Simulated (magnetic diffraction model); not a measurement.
## Magnetic neutron pattern of NdTi2Mn6Ge4

Space group P6/mmm (no. 191), a = 5.1900 Å, c = 8.0620 Å.

| site | atom | x | y | z |
| --- | --- | --- | --- | --- |
| 1a | Nd | 0 | 0 | 0 |
| 2e | Ge | 0 | 0 | 0.3438 |
| 2d | Ge | 1/3 | 2/3 | 1/2 |
| 6i | Mn | 0 | 1/2 | 0.2605 |
| 2c | Ti | 1/3 | 2/3 | 0 |

The compound is invented for this exercise: a known structure type with other elements, its cell scaled to their sizes and not relaxed.

Only Nd is taken to order (form factors of Nd3+); orders and moment sizes are assumed, and not adapted to the symmetry. Radiation: neutrons of λ = 2.36 Å, 5° to 100°; isotropic B of 0.22 Å² (Nd), 0.32 Å² (Ge), 0.25 Å² (Mn) and 0.26 Å² (Ti). The intensities are simulated: I ∝ L Σ (|F_N|² + |F_M⊥|²) for unpolarised neutrons, with F_M = 2.695 fm/μB × Σ f(s) S exp(2πi Q·r) exp(−B s²) at Q = H ± k (one set where k and −k are equivalent), only the part normal to Q counting and L = 1/(sin²θ cos θ). For collinear order S is the moment m, which repeats by lattice and centring translations R with the sign exp(−2πi k·R). Form factors are spin-only for 3d ions and dipole or tabulated for f ions, scattering lengths are Sears's of 1992, and absorption is left out. A label names one of the reflections at its angle. The strongest nuclear line in the range is 100, and lines under 0.2 are left out.

Assume the order k = (1/2 0 0), collinear moments along [100], 2.8 μB on Nd.

Predict the pattern, nuclear and magnetic parts apart.

| 2θ (°) | index | nuclear | magnetic |
| --- | --- | --- | --- |
| 15.09 | (1/2 0 0) | 0.0 | 2.3 |
| 16.83 | (0 0 1) | 71.8 | 0.0 |
| 22.68 | (1/2 0 1) | 0.0 | 5.5 |
| 26.28 | (1/2 -1 0) | 0.0 | 2.3 |
| 30.44 | (1 0 0) | 91.2 | 0.0 |
| 31.38 | (1/2 -1 1) | 0.0 | 3.5 |
| 34.04 | (0 0 2) | 37.7 | 0.0 |
| 34.98 | (1 0 1) | 18.6 | 0.0 |
| 37.42 | (1/2 0 2) | 0.0 | 2.6 |
| 40.64 | (1/2 1 0) | 0.0 | 1.2 |
| 43.51 | (1/2 -1 2) | 0.0 | 2.0 |
| 44.28 | (1/2 1 1) | 0.0 | 2.3 |
| 46.31 | (1 0 2) | 13.5 | 0.0 |
| 46.38 | (3/2 0 0) | 0.0 | 0.2 |
| 49.68 | (3/2 0 1) | 0.0 | 0.6 |
| 52.09 | (0 0 3) | 0.2 | 0.0 |
| 54.03 | (1/2 1 2) | 0.0 | 2.0 |
| 54.09 | (1 1 0) | 76.1 | 0.0 |
| 54.55 | (1/2 0 3) | 0.0 | 1.3 |
| 56.50 | (3/2 -2 0) | 0.0 | 0.9 |
| 57.07 | (1 1 1) | 52.3 | 0.0 |
| 58.77 | (3/2 0 2) | 0.0 | 0.6 |
| 59.27 | (1/2 -1 3) | 0.0 | 1.1 |
| 59.39 | (3/2 -2 1) | 0.0 | 1.8 |
| 61.54 | (1 0 3) | 100.0 | 0.0 |
| 63.34 | (2 0 0) | 0.3 | 0.0 |
| 65.48 | (1 1 2) | 0.8 | 0.0 |
| 66.06 | (2 0 1) | 9.1 | 0.0 |
| 67.63 | (3/2 -2 2) | 0.0 | 1.5 |
| 68.09 | (1/2 1 3) | 0.0 | 1.4 |
| 69.80 | (3/2 1 0) | 0.0 | 0.3 |
| 71.67 | (0 0 4) | 2.5 | 0.0 |
| 72.29 | (3/2 0 3) | 0.0 | 0.5 |
| 72.40 | (3/2 1 1) | 0.0 | 0.6 |
| 73.74 | (1/2 0 4) | 0.0 | 0.8 |
| 73.91 | (2 0 2) | 20.5 | 0.0 |
| 73.96 | (1/2 2 0) | 0.0 | 0.4 |
| 76.50 | (1/2 2 1) | 0.0 | 0.8 |
| 77.81 | (1/2 -1 4) | 0.0 | 0.7 |
| 78.41 | (1 1 3) | 0.2 | 0.0 |
| 79.99 | (3/2 1 2) | 0.0 | 0.6 |
| 80.42 | (3/2 -2 3) | 0.0 | 1.1 |
| 83.98 | (1/2 2 2) | 0.0 | 0.8 |
| 85.80 | (1/2 1 4) | 0.0 | 1.0 |
| 86.01 | (3/2 -3 0) | 0.0 | 0.2 |
| 86.39 | (2 0 3) | 45.5 | 0.0 |
| 87.99 | (2 1 0) | 33.6 | 0.0 |
| 88.47 | (3/2 -3 1) | 0.0 | 0.4 |
(The table stops after 48 lines; 13 more lie at higher angle.)

The strongest magnetic line in the range is (1/2 0 1) at 22.68° (5.5). On top of the Lorentz factor, which all lines share, magnetic lines fade with angle because f falls: for Nd3+ it is 0.98, 0.90, 0.79 and 0.54 at sin θ/λ = 0.1, 0.2, 0.3 and 0.5 Å⁻¹, while nuclear lengths stay constant. The order has no net moment.
